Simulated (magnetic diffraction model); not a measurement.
**Nd₃Mg₁₁ below its ordering temperature**

Space group Immm (no. 71), a = 4.8650 Å, b = 9.9990 Å, c = 14.5940 Å.

| site | atom | x | y | z |
| --- | --- | --- | --- | --- |
| 2a | Nd | 0 | 0 | 0 |
| 4i | Nd | 1/2 | 1/2 | 0.2001 |
| 2d | Mg | 0 | 1/2 | 0 |
| 8l | Mg | 0 | 0.2769 | 0.8606 |
| 4h | Mg | 1/2 | 0.3029 | 0 |
| 8l | Mg | 0 | 0.3682 | 0.6615 |

This is a made-up structure (elements placed in a structure type, unrelaxed), so the numbers test the method and describe no known phase.

Only Nd is taken to order (form factors of Nd3+); orders and moment sizes are assumed, and not adapted to the symmetry. Radiation: neutrons of λ = 1.594 Å, 8° to 35°; isotropic B of 0.57 Å² (Nd) and 0.69 Å² (Mg). The intensities are simulated: I ∝ L Σ (|F_N|² + |F_M⊥|²) for unpolarised neutrons, with F_M = 2.695 fm/μB × Σ f(s) S exp(2πi Q·r) exp(−B s²) at Q = H ± k (one set where k and −k are equivalent), only the part normal to Q counting and L = 1/(sin²θ cos θ). For collinear order S is the moment m, which repeats by lattice and centring translations R with the sign exp(−2πi k·R). Form factors are spin-only for 3d ions and dipole or tabulated for f ions, scattering lengths are Sears's of 1992, and absorption is left out. A label names one of the reflections at its angle. The strongest nuclear line in the range is 100, and lines under 0.2 are left out.

Above the ordering temperature:

```
2θ (°)    index      I
 12.54  (0 0 2)    0.3
 20.99  (1 1 0)    0.5
 22.28  (0 2 2)    0.5
 25.24  (0 0 4)    0.3
 26.79  (1 0 3)    9.0
 27.18  (1 2 1)    1.3
 28.40  (0 3 1)    0.5
 31.38  (0 2 4)   18.9
 32.67  (1 2 3)  100.0
 33.05  (1 1 4)   20.6
 33.05  (0 1 5)    2.1
 33.70  (1 3 0)   24.8
 33.70  (0 3 3)   19.0
```

Below it (cell unchanged):

```tsv
2θ (°)	I
11.09	0.5
12.54	0.4
18.35	7.2
20.99	10.2
21.00	2.2
22.28	0.8
24.53	0.5
25.24	0.5
26.79	11.4
27.18	1.5
28.40	0.6
31.38	19.5
32.67	104.1
33.05	21.6
33.05	2.2
33.70	28.5
33.70	21.1
```

**Question.** Find the propagation vector, then choose among these models:
A. collinear moments along [100], 1.9 μB on Nd; signs + at (0, 0, 0), − at (1/2, 1/2, 0.2001), − at (1/2, 1/2, 0.7999)
B. collinear moments along [101], 1.9 μB on Nd; signs + at (0, 0, 0), − at (1/2, 1/2, 0.2001), − at (1/2, 1/2, 0.7999)
C. collinear moments along [100], 1.9 μB on Nd; signs + at (0, 0, 0), + at (1/2, 1/2, 0.2001), + at (1/2, 1/2, 0.7999)
D. collinear moments along [101], 1.9 μB on Nd; signs + at (0, 0, 0), + at (1/2, 1/2, 0.2001), + at (1/2, 1/2, 0.7999)

No line moves, and magnetic intensity falls on nuclear lines such as the one at 20.99°; new lines at (0 1 3) and (1 1 2) have whole indices that obey the lattice centring, at places with no nuclear intensity to speak of, so the magnetic cell equals the chemical primitive cell: k = 0.

Magnetic intensity, observed (below minus above) and for each model:

| 2θ (°) | index | observed | A | B | C | D |
| --- | --- | --- | --- | --- | --- | --- |
| 11.09 | (0 1 1) | 0.5 | 11.5 | 8.2 | 0.7 | 0.5 |
| 12.54 | (0 0 2) | 0.1 | 11.8 | 1.2 | 0.7 | 0.1 |
| 18.35 | (0 2 0) | 7.0 | 0.8 | 0.8 | 7.0 | 7.0 |
| 20.99 | (1 1 0) | 9.8 | 0.2 | 1.1 | 2.0 | 9.8 |
| 21.00 | (0 1 3) | 2.2 | 0.5 | <0.2 | 8.1 | 2.2 |
| 22.28 | (0 2 2) | 0.3 | 7.2 | 5.1 | 0.4 | 0.3 |
| 24.53 | (1 1 2) | 0.5 | 4.7 | 8.2 | 0.3 | 0.5 |
| 32.67 | (1 2 3) | 4.1 | 0.2 | 0.2 | 4.1 | 4.1 |

Model D matches.

The structure used: k = (0 0 0), collinear moments along [101], 1.9 μB on Nd; signs + at (0, 0, 0), + at (1/2, 1/2, 0.2001), + at (1/2, 1/2, 0.7999).

[Logs are printed without paths, hosts, clocks, repeated set-up lines and the standing remarks that a program may print on its own settings, such as how far it seeks lower states.]
